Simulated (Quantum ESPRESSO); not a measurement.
# arsenene, 1 layer, rectangular cell, stepped through strain along the first axis, part 3 of 5

Wanted: a table for arsenene, 1 layer, rectangular cell against strain along the first axis, and what can be fitted to it.

Quantum ESPRESSO 7.5; plane-wave DFT, PBE, GBRV ultrasoft pseudopotentials.

So far. Step 2 (Relaxing cell and ions of the reference):  The last row is no step: it is a fresh SCF in the final cell with a new plane-wave basis, -0 meV from the row before. Step 3 (Relaxing the ions, -4 %): The relaxation lowers the energy by 2 meV an atom.

### 5. Potential by pp.x, -4 %

plot_num = 11 writes the bare and Hartree potential, from which vacuum levels or, in a crystal, the mean potential are read.

m0.pot.in reads:

```
&inputpp
  prefix = 'm0.scf'
  outdir = './out'
  filplot = 'm0.pot.dat'
  plot_num = 11
/
```

Run with:

```sh
$ OMP_NUM_THREADS=1 mpirun -n 4 pp.x -in m0.pot.in > m0.pot.out
```

Log:

```text
[banner, memory and clock lines left out]
Program POST-PROC v.7.5 starts

          URL

     ./out/m0.scf.save/

     IMPORTANT: XC functional enforced from input :
     Exchange-correlation= PBE
                           (   1   4   3   4   0   0   0)
     Any further DFT definition will be discarded
     Please, verify this is what you really want

     negative rho (up, down):  3.846E-04 0.000E+00

     Calling punch_plot, plot_num =  11
     Writing data to file  m0.pot.dat
     Message from routine chdens:
     namelist plot not found or invalid, exiting
```

Wall time 0.93 s (4 MPI ranks of Arm Neoverse V1, shared host); peak memory 0.12 GiB; 3.4 s of CPU time.

Numbers from this step:

- slope of the potential above: 3.87e-4 eV/Å
- upper vacuum line continued to the top atoms, over the valence top: 4.885 eV
- slope of the potential below: -2.06e-4 eV/Å
- lower vacuum line continued to the bottom atoms, over the valence top: 4.886 eV
- vacuum level at the upper face over the valence top of the mesh: 4.887 eV
- vacuum level at the lower face over the valence top of the mesh: 4.887 eV

Electrostatic potential energy of an electron; zero at the highest filled level of the SCF mesh. The potential energy, planar mean by z:

```csv
z (Å),"potential energy, planar mean (eV)"
0.0,4.89
0.5,4.89
1.0,4.89
1.5,4.89
2.0,4.89
2.5,4.89
3.0,4.89
3.5,4.89
4.0,4.88
4.5,4.87
5.0,4.84
5.5,4.71
6.0,4.17
6.5,2.08
7.0,4.59
7.5,26.3
8.0,0.735
8.5,7.11
9.0,25.5
9.5,0.805
10.0,2.75
10.5,4.35
11.0,4.75
11.5,4.85
12.0,4.88
12.5,4.88
13.0,4.89
13.5,4.89
14.0,4.89
14.5,4.89
15.0,4.89
15.5,4.89
16.0,4.89
```

### 6. Bands along a path, -4 %

Bands along a path place the edges.

m0.bands.in reads:

```
&control
  prefix = 'm0.bands'
  outdir = './out'
  pseudo_dir = './pseudo'
  calculation = 'bands'
/
&system
  ibrav = 0
  nat = 4
  ntyp = 1
  ecutwfc = 40
  ecutrho = 200
  occupations = 'smearing'
  smearing = 'fd'
  degauss = 0.002
  nbnd = 16
/
&electrons
  conv_thr = 1e-07
  mixing_beta = 0.4
  electron_maxstep = 120
  mixing_mode = 'plain'
/
ATOMIC_SPECIES
  As  74.9216  as_pbe_v1.uspp.F.UPF
CELL_PARAMETERS angstrom
  3.46667609664000 0.00000000000000 0.00000000000000
  0.00000000000000 6.25304417500000 0.00000000000000
  0.00000000000000 0.00000000000000 16.40000000000000
ATOMIC_POSITIONS crystal
  As  0.500000000000 0.165279662200 0.456789878800
  As  0.000000000000 0.665279697000 0.456789883000
  As  0.999999999900 0.334720303100 0.543210117000
  As  0.500000000000 0.834720337800 0.543210121200
K_POINTS crystal_b
5
  0.0000000000 0.0000000000 0.0000000000 12
  0.5000000000 0.0000000000 0.0000000000 12
  0.5000000000 0.5000000000 0.0000000000 12
  0.0000000000 0.5000000000 0.0000000000 12
  0.0000000000 0.0000000000 0.0000000000 1
```

Run with:

```sh
$ cp -r out/m0.scf.save out/m0.bands.save
$ cp out/m0.scf.xml out/m0.bands.xml
$ OMP_NUM_THREADS=1 mpirun -n 4 pw.x -nk 4 -in m0.bands.in > m0.bands.out
```

Log:

```text
[banner, memory and clock lines left out]
Program PWSCF v.7.5 starts

          URL

     Atomic positions and unit cell read from directory:
     ./out/m0.bands.save/

     Found identity + (  0.5000 -0.5000  0.0000) symmetry
     This is a supercell, fractional translations are disabled
     Message from routine setup:
     using ibrav=0 with symmetry is DISCOURAGED, use correct ibrav instead

     G-vector sticks info

     bravais-lattice index     =            0
     lattice parameter (alat)  =       6.5511  a.u.
     unit-cell volume          =    2399.0827 (a.u.)^3
     number of atoms/cell      =            4
     number of atomic types    =            1
     number of electrons       =        20.00
     number of Kohn-Sham states=           16
     kinetic-energy cutoff     =      40.0000  Ry
     charge density cutoff     =     200.0000  Ry
     Exchange-correlation= SLA  PW   PBE  PBE
                           (   1   4   3   4   0   0   0)

     celldm(1)=   6.551068  celldm(2)=   0.000000  celldm(3)=   0.000000
     celldm(4)=   0.000000  celldm(5)=   0.000000  celldm(6)=   0.000000

     crystal axes: (cart. coord. in units of alat)
               a(1) = (   1.000000   0.000000   0.000000 )
               a(2) = (   0.000000   1.803758   0.000000 )
               a(3) = (   0.000000   0.000000   4.730756 )

     reciprocal axes: (cart. coord. in units 2 pi/alat)
               b(1) = (  1.000000  0.000000  0.000000 )
               b(2) = (  0.000000  0.554398  0.000000 )
               b(3) = (  0.000000  0.000000  0.211383 )

     PseudoPot. # 1 for As read from file:
     ./pseudo/as_pbe_v1.uspp.F.UPF
     Pseudo is Ultrasoft + core correction, Zval =  5.0
     Generated by new atomic code, or converted to UPF format
     Using radial grid of  875 points,  6 beta functions with:
                l(1) =   0
                l(2) =   0
                l(3) =   1
                l(4) =   1
                l(5) =   2
                l(6) =   2
     Q(r) pseudized with  8 coefficients,  rinner =    1.300   1.300   1.300
                                                       1.300   1.300

     atomic species   valence    mass     pseudopotential
     As                5.00    74.92160     As( 1.00)

      4 Sym. Ops., with inversion, found

   Cartesian axes

     site n.     atom                  positions (alat units)
         1        As     tau(   1) = (   0.5000000   0.2981245   2.1609616  )
         2        As     tau(   2) = (   0.0000000   1.2000035   2.1609616  )
         3        As     tau(   3) = (   1.0000000   0.6037544   2.5697947  )
         4        As     tau(   4) = (   0.5000000   1.5056334   2.5697947  )

     number of k points=    49  Fermi-Dirac smearing, width (Ry)=  0.0020
                       cart. coord. in units 2pi/alat
        k(    1) = (   0.0000000   0.0000000   0.0000000), wk =   0.0408163
        k(    2) = (   0.0416667   0.0000000   0.0000000), wk =   0.0408163
        k(    3) = (   0.0833333   0.0000000   0.0000000), wk =   0.0408163
        k(    4) = (   0.1250000   0.0000000   0.0000000), wk =   0.0408163
        k(    5) = (   0.1666667   0.0000000   0.0000000), wk =   0.0408163
        k(    6) = (   0.2083333   0.0000000   0.0000000), wk =   0.0408163
        k(    7) = (   0.2500000   0.0000000   0.0000000), wk =   0.0408163
        k(    8) = (   0.2916667   0.0000000   0.0000000), wk =   0.0408163
        k(    9) = (   0.3333333   0.0000000   0.0000000), wk =   0.0408163
        k(   10) = (   0.3750000   0.0000000   0.0000000), wk =   0.0408163
        k(   11) = (   0.4166667   0.0000000   0.0000000), wk =   0.0408163
        k(   12) = (   0.4583333   0.0000000   0.0000000), wk =   0.0408163
        k(   13) = (   0.5000000   0.0000000   0.0000000), wk =   0.0408163
        k(   14) = (   0.5000000   0.0230999   0.0000000), wk =   0.0408163
        k(   15) = (   0.5000000   0.0461998   0.0000000), wk =   0.0408163
        k(   16) = (   0.5000000   0.0692998   0.0000000), wk =   0.0408163
        k(   17) = (   0.5000000   0.0923997   0.0000000), wk =   0.0408163
        k(   18) = (   0.5000000   0.1154996   0.0000000), wk =   0.0408163
        k(   19) = (   0.5000000   0.1385995   0.0000000), wk =   0.0408163
        k(   20) = (   0.5000000   0.1616995   0.0000000), wk =   0.0408163
        k(   21) = (   0.5000000   0.1847994   0.0000000), wk =   0.0408163
        k(   22) = (   0.5000000   0.2078993   0.0000000), wk =   0.0408163
        k(   23) = (   0.5000000   0.2309992   0.0000000), wk =   0.0408163
        k(   24) = (   0.5000000   0.2540992   0.0000000), wk =   0.0408163
        k(   25) = (   0.5000000   0.2771991   0.0000000), wk =   0.0408163
        k(   26) = (   0.4583333   0.2771991   0.0000000), wk =   0.0408163
        k(   27) = (   0.4166667   0.2771991   0.0000000), wk =   0.0408163
        k(   28) = (   0.3750000   0.2771991   0.0000000), wk =   0.0408163
        k(   29) = (   0.3333333   0.2771991   0.0000000), wk =   0.0408163
        k(   30) = (   0.2916667   0.2771991   0.0000000), wk =   0.0408163
        k(   31) = (   0.2500000   0.2771991   0.0000000), wk =   0.0408163
        k(   32) = (   0.2083333   0.2771991   0.0000000), wk =   0.0408163
        k(   33) = (   0.1666667   0.2771991   0.0000000), wk =   0.0408163
        k(   34) = (   0.1250000   0.2771991   0.0000000), wk =   0.0408163
        k(   35) = (   0.0833333   0.2771991   0.0000000), wk =   0.0408163
        k(   36) = (   0.0416667   0.2771991   0.0000000), wk =   0.0408163
        k(   37) = (   0.0000000   0.2771991   0.0000000), wk =   0.0408163
        k(   38) = (   0.0000000   0.2540992   0.0000000), wk =   0.0408163
        k(   39) = (   0.0000000   0.2309992   0.0000000), wk =   0.0408163
        k(   40) = (   0.0000000   0.2078993   0.0000000), wk =   0.0408163
        k(   41) = (   0.0000000   0.1847994   0.0000000), wk =   0.0408163
        k(   42) = (   0.0000000   0.1616995   0.0000000), wk =   0.0408163
        k(   43) = (   0.0000000   0.1385995   0.0000000), wk =   0.0408163
        k(   44) = (   0.0000000   0.1154996   0.0000000), wk =   0.0408163
        k(   45) = (   0.0000000   0.0923997   0.0000000), wk =   0.0408163
        k(   46) = (   0.0000000   0.0692998   0.0000000), wk =   0.0408163
        k(   47) = (   0.0000000   0.0461998   0.0000000), wk =   0.0408163
        k(   48) = (   0.0000000   0.0230999   0.0000000), wk =   0.0408163
        k(   49) = (   0.0000000   0.0000000   0.0000000), wk =   0.0408163

     Dense  grid:   114651 G-vectors     FFT dimensions: (  30,  54, 144)

     Smooth grid:    81993 G-vectors     FFT dimensions: (  27,  48, 125)

     The potential is recalculated from file :
[...]
-13.9631 -13.2413 -11.4825 -10.7549  -6.5483  -5.9201  -5.6896  -5.2252
    -3.7744  -3.2742  -0.1680   0.4253   0.7091   1.3299   2.3991   2.4249

          k = 0.5000 0.0000 0.0000 ( 10198 PWs)   bands (ev):

   -13.6042 -13.6042 -11.1171 -11.1171  -6.2640  -6.2640  -5.4810  -5.4810
    -3.5140  -3.5140   0.1133   0.1133   0.9994   0.9994   2.4423   2.4423

          k = 0.5000 0.0231 0.0000 ( 10218 PWs)   bands (ev):

   -13.6018 -13.6018 -11.1246 -11.1246  -6.2574  -6.2574  -5.4677  -5.4677
    -3.5236  -3.5236   0.1203   0.1203   1.0038   1.0038   2.3937   2.3937

          k = 0.5000 0.0462 0.0000 ( 10212 PWs)   bands (ev):

   -13.5949 -13.5948 -11.1466 -11.1466  -6.2382  -6.2382  -5.4280  -5.4280
    -3.5516  -3.5515   0.1399   0.1399   1.0143   1.0143   2.2609   2.2609

          k = 0.5000 0.0693 0.0000 ( 10212 PWs)   bands (ev):

   -13.5836 -13.5836 -11.1814 -11.1814  -6.2092  -6.2092  -5.3620  -5.3620
    -3.5955  -3.5954   0.1678   0.1678   1.0213   1.0213   2.0787   2.0787

          k = 0.5000 0.0924 0.0000 ( 10210 PWs)   bands (ev):

   -13.5686 -13.5686 -11.2264 -11.2264  -6.1736  -6.1736  -5.2707  -5.2707
    -3.6518  -3.6518   0.1971   0.1971   1.0028   1.0028   1.8985   1.8985

          k = 0.5000 0.1155 0.0000 ( 10230 PWs)   bands (ev):

   -13.5507 -13.5507 -11.2784 -11.2784  -6.1347  -6.1347  -5.1567  -5.1567
    -3.7164  -3.7164   0.2167   0.2167   0.9270   0.9270   1.7803   1.7803

          k = 0.5000 0.1386 0.0000 ( 10238 PWs)   bands (ev):

   -13.5308 -13.5308 -11.3339 -11.3339  -6.0952  -6.0952  -5.0249  -5.0249
    -3.7847  -3.7847   0.2065   0.2065   0.7963   0.7963   1.7531   1.7531

          k = 0.5000 0.1617 0.0000 ( 10222 PWs)   bands (ev):

   -13.5102 -13.5102 -11.3891 -11.3891  -6.0575  -6.0575  -4.8821  -4.8821
    -3.8523  -3.8523   0.1334   0.1334   0.6755   0.6755   1.7921   1.7922

          k = 0.5000 0.1848 0.0000 ( 10220 PWs)   bands (ev):

   -13.4903 -13.4903 -11.4405 -11.4405  -6.0233  -6.0233  -4.7379  -4.7379
    -3.9148  -3.9148  -0.0137  -0.0137   0.6159   0.6159   1.8614   1.8614

          k = 0.5000 0.2079 0.0000 ( 10224 PWs)   bands (ev):

   -13.4726 -13.4725 -11.4846 -11.4846  -5.9943  -5.9943  -4.6038  -4.6038
    -3.9684  -3.9684  -0.1894  -0.1894   0.6009   0.6009   1.9363   1.9363

          k = 0.5000 0.2310 0.0000 ( 10224 PWs)   bands (ev):

   -13.4586 -13.4586 -11.5185 -11.5185  -5.9722  -5.9722  -4.4932  -4.4932
    -4.0094  -4.0094  -0.3447  -0.3447   0.6024   0.6024   2.0004   2.0004

          k = 0.5000 0.2541 0.0000 ( 10264 PWs)   bands (ev):

   -13.4496 -13.4496 -11.5399 -11.5399  -5.9582  -5.9582  -4.4196  -4.4196
    -4.0353  -4.0353  -0.4495  -0.4495   0.6068   0.6068   2.0432   2.0432

          k = 0.5000 0.2772 0.0000 ( 10252 PWs)   bands (ev):

   -13.4465 -13.4465 -11.5472 -11.5472  -5.9535  -5.9535  -4.3937  -4.3937
    -4.0441  -4.0441  -0.4863  -0.4863   0.6088   0.6088   2.0581   2.0581

          k = 0.4583 0.2772 0.0000 ( 10236 PWs)   bands (ev):

   -13.5202 -13.5202 -11.4614 -11.4614  -5.9870  -5.9870  -4.3863  -4.3863
    -4.0123  -4.0123  -0.4780  -0.4780   0.6482   0.6482   2.0470   2.0471

          k = 0.4167 0.2772 0.0000 ( 10266 PWs)   bands (ev):

   -13.7063 -13.7062 -11.2423 -11.2423  -6.0621  -6.0621  -4.4225  -4.4225
    -3.8781  -3.8781  -0.4600  -0.4600   0.7771   0.7771   2.0061   2.0061

          k = 0.3750 0.2772 0.0000 ( 10230 PWs)   bands (ev):

   -13.9449 -13.9449 -10.9593 -10.9593  -6.1286  -6.1286  -4.5271  -4.5271
    -3.6536  -3.6536  -0.4335  -0.4335   1.0031   1.0031   1.9282   1.9282

          k = 0.3333 0.2772 0.0000 ( 10238 PWs)   bands (ev):

   -14.1957 -14.1957 -10.6674 -10.6674  -6.1440  -6.1440  -4.6622  -4.6622
    -3.4078  -3.4078  -0.3732  -0.3732   1.2896   1.2896   1.8392   1.8392

          k = 0.2917 0.2772 0.0000 ( 10218 PWs)   bands (ev):

   -14.4370 -14.4370 -10.4053 -10.4053  -6.0833  -6.0833  -4.7916  -4.7916
    -3.1951  -3.1951  -0.2416  -0.2416   1.4507   1.4507   1.9031   1.9031

          k = 0.2500 0.2772 0.0000 ( 10258 PWs)   bands (ev):

   -14.6573 -14.6573 -10.1972 -10.1972  -5.9507  -5.9507  -4.8743  -4.8743
    -3.0471  -3.0471  -0.0191  -0.0191   1.3576   1.3576   2.2120   2.2120

          k = 0.2083 0.2772 0.0000 ( 10246 PWs)   bands (ev):

   -14.8501 -14.8500 -10.0512 -10.0512  -5.8038  -5.8038  -4.8400  -4.8400
    -2.9679  -2.9679   0.2626   0.2627   1.2240   1.2240   2.4949   2.4949

          k = 0.1667 0.2772 0.0000 ( 10258 PWs)   bands (ev):

   -15.0113 -15.0113  -9.9609  -9.9609  -5.7322  -5.7322  -4.6095  -4.6095
    -2.9409  -2.9409   0.4474   0.4474   1.2143   1.2143   2.5906   2.5906

          k = 0.1250 0.2772 0.0000 ( 10256 PWs)   bands (ev):

   -15.1387 -15.1386  -9.9117  -9.9117  -5.7384  -5.7384  -4.2097  -4.2097
    -2.9441  -2.9441   0.3284   0.3284   1.4785   1.4785   2.4803   2.4803

          k = 0.0833 0.2772 0.0000 ( 10262 PWs)   bands (ev):

   -15.2305 -15.2305  -9.8883  -9.8883  -5.7702  -5.7702  -3.7441  -3.7441
    -2.9605  -2.9605   0.0255   0.0255   1.8288   1.8288   2.3018   2.3018

          k = 0.0417 0.2772 0.0000 ( 10286 PWs)   bands (ev):

   -15.2860 -15.2860  -9.8791  -9.8791  -5.7971  -5.7971  -3.3326  -3.3326
    -2.9832  -2.9832  -0.2935  -0.2935   2.0053   2.0053   2.2707   2.2707

          k = 0.0000 0.2772 0.0000 ( 10284 PWs)   bands (ev):

   -15.3046 -15.3045  -9.8768  -9.8768  -5.8070  -5.8070  -3.1393  -3.1393
    -3.0113  -3.0113  -0.4395  -0.4395   1.9946   1.9946   2.3436   2.3436

          k = 0.0000 0.2541 0.0000 ( 10282 PWs)   bands (ev):

   -15.4312 -15.1687  -9.9713  -9.8075  -5.9802  -5.5917  -3.2480  -3.0528
    -3.0247  -2.9924  -0.5318  -0.3172   1.9055   2.0325   2.2884   2.3863

          k = 0.0000 0.2310 0.0000 ( 10280 PWs)   bands (ev):

   -15.5481 -15.0244 -10.0923  -9.7605  -6.1092  -5.3379  -3.3498  -3.1197
    -2.9917  -2.9053  -0.5903  -0.1707   1.7825   2.0070   2.2200   2.4173

          k = 0.0000 0.2079 0.0000 ( 10270 PWs)   bands (ev):

   -15.6548 -14.8726 -10.2385  -9.7320  -6.1949  -5.0509  -3.4437  -3.2120
    -3.0043  -2.7828  -0.6138  -0.0065   1.6407   1.9175   2.1392   2.4384

          k = 0.0000 0.1848 0.0000 ( 10282 PWs)   bands (ev):

   -15.7509 -14.7145 -10.4065  -9.7175  -6.2401  -4.7366  -3.5293  -3.3268
    -3.0254  -2.6590  -0.6043   0.1683   1.4908   1.7709   2.0476   2.4513

          k = 0.0000 0.1617 0.0000 ( 10278 PWs)   bands (ev):

   -15.8363 -14.5520 -10.5907  -9.7132  -6.2501  -4.4010  -3.6058  -3.4588
    -3.0511  -2.5362  -0.5657   0.3464   1.3394   1.5747   1.9479   2.4578

          k = 0.0000 0.1386 0.0000 ( 10278 PWs)   bands (ev):

   -15.9106 -14.3876 -10.7844  -9.7156  -6.2311  -4.0511  -3.6730  -3.6010
    -3.0778  -2.4173  -0.5035   0.5183   1.1907   1.3379   1.8441   2.4597

          k = 0.0000 0.1155 0.0000 ( 10278 PWs)   bands (ev):

   -15.9738 -14.2249 -10.9795  -9.7219  -6.1907  -3.7460  -3.7303  -3.6952
    -3.1022  -2.3056  -0.4236   0.6617   1.0474   1.0849   1.7412   2.4587

          k = 0.0000 0.0924 0.0000 ( 10256 PWs)   bands (ev):

   -16.0256 -14.0691 -11.1670  -9.7298  -6.1369  -3.8853  -3.7776  -3.3493
    -3.1160  -2.2051  -0.3320   0.6400   0.9116   0.9595   1.6448   2.4559

          k = 0.0000 0.0693 0.0000 ( 10276 PWs)   bands (ev):

   -16.0660 -13.9279 -11.3360  -9.7375  -6.0787  -4.0100  -3.8146  -3.1719
    -2.9740  -2.1201  -0.2359   0.3868   0.7862   1.0402   1.5610   2.4527

          k = 0.0000 0.0462 0.0000 ( 10255 PWs)   bands (ev):

   -16.0950 -13.8120 -11.4736  -9.7439  -6.0261  -4.1101  -3.8411  -3.1744
    -2.6874  -2.0552  -0.1448   0.1192   0.6772   1.1317   1.4957   2.4497

          k = 0.0000 0.0231 0.0000 ( 10243 PWs)   bands (ev):

   -16.1123 -13.7342 -11.5650  -9.7481  -5.9890  -4.1757  -3.8571  -3.1813
    -2.4717  -2.0144  -0.0845  -0.0740   0.5969   1.1930   1.4542   2.4477

          k = 0.0000 0.0000 0.0000 ( 10245 PWs)   bands (ev):

   -16.1181 -13.7066 -11.5972  -9.7495  -5.9755  -4.1986  -3.8624  -3.1839
    -2.3896  -2.0004  -0.1629  -0.0460   0.5659   1.2143   1.4399   2.4470

     XML data file, pseudopotentials, collected wavefunctions

                                        0.00s GPU  (     475 calls)
```

The job ended after 36 s (4 MPI ranks; peak memory 0.4 GiB; 2.4 min of CPU time).

Numbers from this step:

| Quantity | Value |
| --- | --- |
| conduction bottom, on the run's zero | -0.6138 eV |
| gap by band count | 1.387 eV |

Band numbers count within the set of bands kept for display. Electronic bands along the path, in eV, zero at the highest filled level of the SCF mesh; v1 is the highest filled band, c1 the lowest empty one:

```csv
point,v4,v3,v2,v1,c1,c2,c3,c4
Γ,-1.86,-1.18,-0.39,0.00,1.84,1.95,2.57,3.21
halfway,-2.89,-2.18,-1.77,-0.86,1.70,2.34,2.92,3.78
X,-3.48,-3.48,-1.51,-1.51,2.11,2.11,3.00,3.00
halfway,-3.02,-3.02,-1.78,-1.78,2.21,2.21,2.80,2.80
S,-2.39,-2.39,-2.04,-2.04,1.51,1.51,2.61,2.61
halfway,-2.87,-2.87,-1.05,-1.05,1.98,1.98,3.36,3.36
Y,-1.14,-1.14,-1.01,-1.01,1.56,1.56,3.99,3.99
halfway,-1.67,-1.60,-1.08,-0.42,1.50,2.52,3.19,3.34
Γ,-1.86,-1.18,-0.39,0.00,1.84,1.95,2.57,3.21
```

Along this path the valence top lies at Γ and the conduction bottom near Y.

[end of part 3 of 5]

[Logs are printed without paths, hosts, clocks, repeated set-up lines and the standing remarks that a program may print on its own settings, such as how far it seeks lower states.]

[Hosts, paths, dates, database ids (printed as entryN), source tags and the programs' standing remarks are cut or masked in the printed files.]

[Maps of the electrostatic potential energy from Ansatz leave out the sawtooth potential of an applied field or a dipole correction, so their vacuum need not be flat; planar profiles and work functions include it.]
